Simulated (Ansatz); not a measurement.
# TlSe4Cl (built on the sites of a database entry of TlClO4): phonons and vibrational spectra

Aim: the vibrations of TlSe4Cl (built on the sites of a database entry of TlClO4), their spectra, and whether the structure is stable.

Main program and level: Ansatz 0.2.0; DFT PBEsol, scalar-relativistic, plane waves, PAW.

The structure was built from a prototype and need not be the compound's stable phase.

### Step 1. The starting structure

The structure is cubic, space group F-43m (No. 216). Conventional cell: a = 9.270 Å, b = 9.270 Å, c = 9.270 Å, α = 90.00°, β = 90.00°, γ = 90.00°. Nearest to Tl lie 12 Se at 3.84 Å. Nearest to Cl lie 4 Se at 2.04 Å. Nearest to Se lie 1 Cl at 2.04 Å. Farther neighbours and most contacts between anions are not listed.

Coordinates:

```cif
data_structure
_symmetry_space_group_name_H-M 'F-43m'
_symmetry_Int_Tables_number 216
_cell_length_a 9.2696
_cell_length_b 9.2696
_cell_length_c 9.2696
_cell_angle_alpha 90.000
_cell_angle_beta 90.000
_cell_angle_gamma 90.000
_cell_volume 796.49
loop_
_atom_site_label
_atom_site_type_symbol
_atom_site_symmetry_multiplicity
_atom_site_Wyckoff_symbol
_atom_site_fract_x
_atom_site_fract_y
_atom_site_fract_z
_atom_site_occupancy
Tl1 Tl 4 b 0.50000 0.00000 0.00000 1
Cl1 Cl 4 a 0.00000 0.00000 0.00000 1
Se1 Se 16 e 0.12700 0.37300 0.62700 1
```

### Step 2. Rough relaxation

The start is far from rest, so a relaxation with loose tolerances brings it close first.

Input file input.yaml:

```yaml
crystal:
  lattice:
    - [0.0, 4.63479, 4.63479]
    - [4.63479, 0.0, 4.63479]
    - [4.63479, 4.63479, 0.0]
  atoms:
    - { symbol: Tl, position: [0.5, 0.5, 0.5] }
    - { symbol: Cl, position: [0.0, 0.0, 0.0] }
    - { symbol: Se, position: [0.127, 0.127, 0.127] }
    - { symbol: Se, position: [0.619, 0.127, 0.127] }
    - { symbol: Se, position: [0.127, 0.127, 0.619] }
    - { symbol: Se, position: [0.127, 0.619, 0.127] }
kpoints:
  mp_grid: { grid: [4, 4, 4] }
hamiltonian:
  xc: pbesol
scf:
  occupations: { method: gaussian, width: 0.1 }
output:
  forces: true
  stress: true
  eigenvalues: true
relax:
  adjacent_minimum: "off"
  f_tol: 0.05
  max_steps: 80
  cell: { stress_tol: 0.5 }
```

Run with:

```bash
$ ansatz run input.yaml --threads 8 --pin off --max-ram 14336MiB --backend cpu --events-out ev --progress --plain --runs-dir out
```

Numbers of over 12 decimals in the logs are rounded to 6 here.

The program printed:

```text
The last accepted step is kept in <dir> (removed where the run ends without a failure and the disk answers)
Engine: ansatz 0.2.0, aarch64-unknown-linux-gnu
Pseudopotentials: kind: paw
Pseudopotential: Tl, paw, valence charge 13, recommended cutoff 420 eV (normal), Tl.paw.azcp
Pseudopotential: Cl, paw, valence charge 7, recommended cutoff 420 eV (normal), Cl.paw.azcp
[...]
- [0, 4.851174, 4.851174]
    - [4.851174, 0, 4.851174]
    - [4.851174, 4.851174, 0]
  atoms:
    - { symbol: Tl, position: [0.5, 0.5, 0.5] }
    - { symbol: Cl, position: [9.668979564568735e-19, -3.4309282325889277e-19, -3.4309282325889354e-19] }
    - { symbol: Se, position: [0.151153, 0.151153, 0.151153] }
    - { symbol: Se, position: [0.546542, 0.151153, 0.151153] }
    - { symbol: Se, position: [0.151153, 0.151153, 0.546542] }
    - { symbol: Se, position: [0.151153, 0.546542, 0.151153] }
[key lines of the parts left out:]
SCF converged after 7 iterations
Free energy (F): -34050.373987 eV
Fermi energy:    4.056638 eV
P = ⅓ Tr σ = 0.0340 GPa (0.340 kbar)
```

It took 7.2 s on 8 threads of Arm Neoverse V2, shared host; peak memory 0.73 GiB; 48 s of CPU time.

Relaxation path:

| step | energy less that of the first step (eV) | largest force component (eV/Å) | pressure (GPa) | volume (Å³) |
| --- | --- | --- | --- | --- |
| 1 | 0.0000 | 2.6429 | 7.78 | 199.12 |
| 2 | -2.7685 | 1.5696 | 3.61 | 200.48 |
| 3 | -3.6372 | 0.4798 | 4.70 | 199.77 |
| 4 | -3.9626 | 0.2601 | 0.61 | 219.81 |
| 5 | -4.0053 | 0.0976 | 0.21 | 225.24 |
| 6 | -4.0123 | 0.0020 | 0.04 | 228.33 |
| 7* | -4.0141 | 0.0021 | 0.03 | 228.33 |

Relaxation steps marked * repeat the geometry before them on a plane-wave basis chosen anew for their cell, so energy and pressure can jump there.

The run keeps the 24 symmetry operations that it works with, so distortions that break them were not tested.

| conventional cell, symmetrised | before | after | change |
| --- | --- | --- | --- |
| a (Å) | 9.270 | 9.702 | +4.7 % |
| b (Å) | 9.270 | 9.702 | +4.7 % |
| c (Å) | 9.270 | 9.702 | +4.7 % |
| volume (Å³/atom) | 33.19 | 38.06 | +14.7 % |

The atoms that moved most (Å, as changes of fractional coordinates times the final cell):

| atom | dx | dy | dz | length |
| --- | --- | --- | --- | --- |
| Se5 | -0.234 | -0.234 | 0.234 | 0.406 |
| Se3 | 0.234 | 0.234 | 0.234 | 0.406 |
| Se6 | -0.234 | 0.234 | -0.234 | 0.406 |
| Se4 | 0.234 | -0.234 | -0.234 | 0.406 |

The relaxed structure:

```xyz
6
Lattice="0.0000 4.8512 4.8512 4.8512 0.0000 4.8512 4.8512 4.8512 0.0000" Properties=species:S:1:pos:R:3 pbc="T T T"
Tl    4.8512    4.8512    4.8512
Cl    0.0000    0.0000    0.0000
Se    1.4665    1.4665    1.4665
Se    1.4665    3.3846    3.3846
Se    3.3846    3.3846    1.4665
Se    3.3846    1.4665    3.3846
```

This step gave:

```
pressure          : 0.03401 GPa
volume per atom   : 38.06 Å³
gap on the k-mesh : 0 eV
```

In this step the volume went from 33.19 to 38.06 Å³/atom.

### Step 3. Bringing the structure to rest

The cell and atoms are relaxed, since residual forces and stress would shift the frequencies.

Input file input.yaml:

```yaml
crystal:
  lattice:
    - [0.0, 4.8511738779, 4.8511738779]
    - [4.8511738779, 0.0, 4.8511738779]
    - [4.8511738779, 4.8511738779, 0.0]
  atoms:
    - { symbol: Tl, position: [0.5, 0.5, 0.5] }
    - { symbol: Cl, position: [0.0, 0.0, 0.0] }
    - { symbol: Se, position: [0.1511525553, 0.1511525553, 0.1511525553] }
    - { symbol: Se, position: [0.546542334, 0.1511525553, 0.1511525553] }
    - { symbol: Se, position: [0.1511525553, 0.1511525553, 0.546542334] }
    - { symbol: Se, position: [0.1511525553, 0.546542334, 0.1511525553] }
kpoints:
  mp_grid: { grid: [6, 6, 6] }
hamiltonian:
  xc: pbesol
scf:
  occupations: { method: gaussian, width: 0.1 }
output:
  forces: true
  stress: true
  eigenvalues: true
relax:
  adjacent_minimum: "off"
  f_tol: 0.005
  max_steps: 80
  cell: { stress_tol: 0.05 }
```

The program printed:

```text
[...]
Crystal: 6 atoms, lattice volume = 228.334 Å³
Basis set: ecut = 420 eV, 4477 PW (Γ), exchange–correlation on 96×96×96 points (8 copies of the dense FFT grid, shifted against one another)
Bands: 51, of which v1, the nominal top of the filled ones, is band 42 counted from 1 (41 counted from 0)
Symmetry: 24 space group operations
[...]
k-points: 16 of 216 (time reversal used)
[...]
cell:  # Å, volume = 228.6846 Å³
    - [0, 4.853656, 4.853656]
    - [4.853656, 0, 4.853656]
    - [4.853656, 4.853656, 0]
  atoms:
    - { symbol: Tl, position: [0.5, 0.5, 0.5] }
[...]
- { symbol: Se, position: [0.151100, 0.151100, 0.151100] }
    - { symbol: Se, position: [0.546700, 0.151100, 0.151100] }
    - { symbol: Se, position: [0.151100, 0.151100, 0.546700] }
    - { symbol: Se, position: [0.151100, 0.546700, 0.151100] }
[key lines of the parts left out:]
SCF converged after 4 iterations
Free energy (F): -34050.368630 eV
Fermi energy:    4.046698 eV
P = ⅓ Tr σ = 0.0045 GPa (0.045 kbar)
```

It took 7.2 s on 8 threads; peak memory 0.87 GiB.

Little changed from the start: no atom moved by 0.005 Å and no cell edge by 0.1 %.

This step gave:

| Item | Value |
| --- | --- |
| pressure | 0.004540 GPa |
| volume per atom | 38.11 Å³ |

In this step the volume went from 38.06 to 38.11 Å³/atom.

### Step 4. Tight relaxation

Phonons need a cell at rest on their own settings, so the relaxation is repeated with tight tolerances on forces and stress, using the mesh and the filling of the phonon run that follows.

Input file input.yaml:

```yaml
crystal:
  lattice:
    - [0.0, 4.8536555668, 4.8536555668]
    - [4.8536555668, 0.0, 4.8536555668]
    - [4.8536555668, 4.8536555668, 0.0]
  atoms:
    - { symbol: Tl, position: [0.5, 0.5, 0.5] }
    - { symbol: Cl, position: [0.0, 0.0, 0.0] }
    - { symbol: Se, position: [0.1511000798, 0.1511000798, 0.1511000798] }
    - { symbol: Se, position: [0.5466997607, 0.1511000798, 0.1511000798] }
    - { symbol: Se, position: [0.1511000798, 0.1511000798, 0.5466997607] }
    - { symbol: Se, position: [0.1511000798, 0.5466997607, 0.1511000798] }
kpoints:
  mp_grid: { grid: [6, 6, 6] }
hamiltonian:
  xc: pbesol
scf:
  occupations: { method: methfessel_paxton, width: 0.2 }
output:
  forces: true
  stress: true
  eigenvalues: true
relax:
  adjacent_minimum: "off"
  f_tol: 0.001
  max_steps: 60
  cell: { stress_tol: 0.01 }
```

The program printed:

```text
[...]
Crystal: 6 atoms, lattice volume = 228.685 Å³
Basis set: ecut = 420 eV, 4477 PW (Γ), exchange–correlation on 96×96×96 points (8 copies of the dense FFT grid, shifted against one another)
Bands: 51, of which v1, the nominal top of the filled ones, is band 42 counted from 1 (41 counted from 0)
Symmetry: 24 space group operations
[...]
k-points: 16 of 216 (time reversal used)
[...]
cell:  # Å, volume = 228.5806 Å³
    - [0, 4.852920, 4.852920]
    - [4.852920, 0, 4.852920]
    - [4.852920, 4.852920, 0]
  atoms:
    - { symbol: Tl, position: [0.5, 0.5, 0.5] }
    - { symbol: Cl, position: [0, 0, 0] }
    - { symbol: Se, position: [0.151086, 0.151086, 0.151086] }
    - { symbol: Se, position: [0.546743, 0.151086, 0.151086] }
    - { symbol: Se, position: [0.151086, 0.151086, 0.546743] }
    - { symbol: Se, position: [0.151086, 0.546743, 0.151086] }
[key lines of the parts left out:]
SCF converged after 6 iterations
Free energy (F): -34050.350806 eV
Fermi energy:    4.040423 eV
P = ⅓ Tr σ = -0.0074 GPa (-0.074 kbar)
```

It took 5.9 s on 8 threads; peak memory 0.88 GiB; 42 s of CPU time.

Little changed from the start: no atom moved by 0.005 Å and no cell edge by 0.1 %.

Numbers from this step:

```
pressure        : -0.007372 GPa
volume per atom : 38.10 Å³
```

The largest force component left is 0.86 meV/Å and the pressure is -0.007 GPa, within the tolerances set. The cell now holds 38.10 Å³/atom.

### Step 5. Zone-centre response

The zone centre comes first: it holds the modes that light can see, as far as symmetry allows. No field response is asked, since the mesh shows no gap.

Input file input.yaml:

```yaml
crystal:
  lattice:
    - [0.0, 4.8529202603, 4.8529202603]
    - [4.8529202603, 0.0, 4.8529202603]
    - [4.8529202603, 4.8529202603, 0.0]
  atoms:
    - { symbol: Tl, position: [0.5, 0.5, 0.5] }
    - { symbol: Cl, position: [0.0, 0.0, 0.0] }
    - { symbol: Se, position: [0.1510856002, 0.1510856002, 0.1510856002] }
    - { symbol: Se, position: [0.5467431995, 0.1510856002, 0.1510856002] }
    - { symbol: Se, position: [0.1510856002, 0.1510856002, 0.5467431995] }
    - { symbol: Se, position: [0.1510856002, 0.5467431995, 0.1510856002] }
kpoints:
  mp_grid: { grid: [6, 6, 6] }
hamiltonian:
  xc: pbesol
scf:
  occupations: { method: methfessel_paxton, width: 0.2 }
output:
  eigenvalues: true
phonons:
  method: dfpt
```

The program printed:

```text
[...]
Crystal: 6 atoms, lattice volume = 228.581 Å³
Basis set: ecut = 420 eV, 4477 PW (Γ), exchange–correlation on 96×96×96 points (8 copies of the dense FFT grid, shifted against one another)
Bands: 51, of which v1, the nominal top of the filled ones, is band 42 counted from 1 (41 counted from 0)
Symmetry: 24 space group operations
k-points: 68 of 216 (irreducible under 2 space group operations, time reversal used)
[...]
SCF iter   1: F=—  HF=-34050.364803 eV  |F-HF|=—  |Δ(HF+E_count)|=         —  Δρ=4.67e-3  dr2=9.41e-2  ethr=1.77e-3  ⟨swp⟩=7.4  Hψ=13501  notcnv=0
[...]
SCF iter  11: F=-34050.350806 eV  HF=-34050.350806 eV  |F-HF|=0.00e0  |Δ(HF+E_count)|=  7.28e-12  S|Δr|=    0.00e0  Δρ=3.92e-8  dr2=7.54e-12  ethr=1.00e-12  ⟨swp⟩=10.8  Hψ=18128  notcnv=0
SCF 1 converged in 11 iterations: F = -34050.350806 eV  dr2 = 7.54e-12
[...]
DFPT response loops at Γ: preconditioner auto → none (partly filled bands, converged f_vac=0.258); β = 0.50; Broyden in place of MSR1
SCF converged after 11 iterations
[...]
Free energy (F): -34050.350806 eV
[...]
Internal energy: -34050.343381 eV  (E = F + TS)
E sigma→0 (E₀):  -34050.348950 eV
Entropy (-TS):   -0.007425 eV (-1.238 meV/atom)
Fermi energy:    4.040424 eV
[...]
--- Band table (eV; the first three rows and the last of 68) ---
  k-point 0: bands = [... 38 lower, 1.6157, 1.6157, 4.3607, 4.3607, 4.3607, 5.0797, 5.0797, 5.0797, ... 5 higher]
  k-point 1: bands = [... 38 lower, 1.5637, 1.6512, 4.1362, 4.1362, 4.3640, 5.0155, 5.2170, 5.2170, ... 5 higher]
  k-point 2: bands = [... 38 lower, 1.3816, 1.5379, 3.8994, 3.8994, 4.3705, 4.9620, 5.3175, 5.3175, ... 5 higher]
  k-point 67: bands = [... 38 lower, 1.2198, 1.2927, 3.8328, 3.8328, 4.3737, 4.9789, 5.3366, 5.3366, ... 5 higher]
--- Phonons (Γ-DFPT): 3 representative perturbations + reference, on 68 of 216 k-points (Σ response iterations 9) ---
  k mesh reduced under 2 symmetry operations, with k and −k counted as one. Each operation leaves every solved perturbation unchanged. A smaller set is not used because it would not reduce the number of displacements times k-points to solve
  ASR residual: 3.118e-5 → 0.000e0 eV/Å²; symmetrization residual: 3.930e-6 eV/Å²
  ASR residual per site (eV/Å²): 1.15e-5 3.05e-5 3.12e-5 3.12e-5 3.12e-5 3.12e-5
  Γ frequencies (cm⁻¹): -125.27 -125.27 -125.27 -116.86 -116.86 -33.75 -33.75 -33.75 -13.31 -13.31 -13.31 0.00 0.00 0.00 149.66 149.66 149.66 234.78
  non-analytic LO–TO correction: not included (Born effective charges unavailable; polar crystals: no LO–TO splitting at Γ)
```

It took 44 s on 8 threads; peak memory 2.8 GiB.

In the SCF lines HF is the Harris–Foulkes energy and dr2 the Hartree energy of the density residual, in eV; the loop may stop once dr2 is under the threshold and the program's other checks hold. Hψ counts applications of the Hamiltonian.

Numbers from this step:

| Property | Result |
| --- | --- |
| sum-rule residual before enforcement | 3.12e-5 eV/Å² |
| point group | -43m |
| highest optical mode at the zone centre (no LO-TO term) | 234.8 cm⁻¹ |
| lowest optical zone-centre mode | -125.3 cm⁻¹ |

Patterns of degenerate modes are one choice out of their space. The modes at Γ (shares of kinetic energy by element, %) (negative means imaginary):

| mode | frequency (cm⁻¹) | symmetry | Tl % | Cl % | Se % |
| --- | --- | --- | --- | --- | --- |
| 1 | -125.3 | T2 | 3 | 0 | 97 |
| 2 | -125.3 | T2 | 3 | 0 | 97 |
| 3 | -125.3 | T2 | 3 | 0 | 97 |
| 4 | -116.9 | E | 0 | 0 | 100 |
| 5 | -116.9 | E | 0 | 0 | 100 |
| 6 | -33.8 | T2 | 61 | 2 | 37 |
| 7 | -33.8 | T2 | 61 | 2 | 37 |
| 8 | -33.8 | T2 | 61 | 2 | 37 |
| 9 | -13.3 | T1 | 0 | 0 | 100 |
| 10 | -13.3 | T1 | 0 | 0 | 100 |
| 11 | -13.3 | T1 | 0 | 0 | 100 |
| 12 | 0.0 | acoustic | 37 | 6 | 57 |
| 13 | 0.0 | acoustic | 37 | 6 | 57 |
| 14 | 0.0 | acoustic | 37 | 6 | 57 |
| 15 | 149.7 | T2 | 0 | 91 | 9 |
| 16 | 149.7 | T2 | 0 | 91 | 9 |
| 17 | 149.7 | T2 | 0 | 91 | 9 |
| 18 | 234.8 | A1 | 0 | 0 | 100 |

Displacements in mode 3 (-125.3 cm⁻¹), the largest set to 1:
```
Tl1  0.23 -0.01 -0.06
Cl2 -0.24  0.01  0.06
Se3 -0.36  0.61  0.78
Se4  0.12 -0.99 -0.81
Se5  0.03  1.00 -0.72
Se6 -0.27 -0.60  0.87
```

Displacements in mode 9 (-13.3 cm⁻¹), the largest set to 1:
```
Tl1  0.00  0.00  0.00
Cl2  0.00  0.00  0.00
Se3 -0.15  0.55 -0.39
Se4  0.15 -0.85  1.00
Se5 -0.45  0.85  0.39
Se6  0.45 -0.55 -1.00
```

Before it was imposed, the acoustic sum rule was missed by 3.1e-5 eV/Å². Small misses are needed for a sound result but don't prove that mesh and cutoff are converged. The lowest optical mode is imaginary, 125.3i cm⁻¹, so the energy falls along it.

(Continued in part 2 of 2.)

[Logs are printed without paths, hosts, clocks, repeated set-up lines and the standing remarks that a program may print on its own settings, such as how far it seeks lower states.]

[Hosts, paths, dates, database ids (printed as entryN), source tags and the programs' standing remarks are cut or masked in the printed files.]
